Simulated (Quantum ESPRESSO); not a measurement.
# Voltage at the next charge: W(110), 4 layers, one monolayer of O on longbridge sites against an electrode

**Set-up.** Quantum ESPRESSO 7.5, PBE, GBRV ultrasoft; ESM with bc3, a metal electrode 5.17 Å above the top atoms; cell area 7.061 Å²; ions fixed. V is the potential energy of an electron at the electrode over the slab's Fermi level, divided by e, so that it equals the work function at zero charge; positive charge removes electrons.

```tsv
charge (e a cell)	V (V)
0	5.832
0.0106	7.104
0.0212	8.382
```

**Question.** What is V at a charge of 0.0424 e, and what capacitance do the rows imply?

**Worked estimate.** The last two rows give dV/dq = (8.382 − 7.104)/(0.0212 − 0.0106) = 120.6 V/e, so C = 1602/(7.061 × 120.6) = 1.88 µF/cm², an effective gap of 8.854/1.88 = 4.70 Å. At constant C, V = 8.382 + 120.6 × 0.0212 = 10.94 V.

What the calculation gave: V = 10.945 V; the estimate misses by −0.01 V, 0.3 % of the step. Over the three intervals C goes 1.89, 1.88 and 1.88 µF/cm².

Caveats: Vacuum fills the gap; a dielectric or electrolyte would change C. The slab is thin.

[Logs are printed without paths, hosts, clocks, repeated set-up lines and the standing remarks that a program may print on its own settings, such as how far it seeks lower states.]
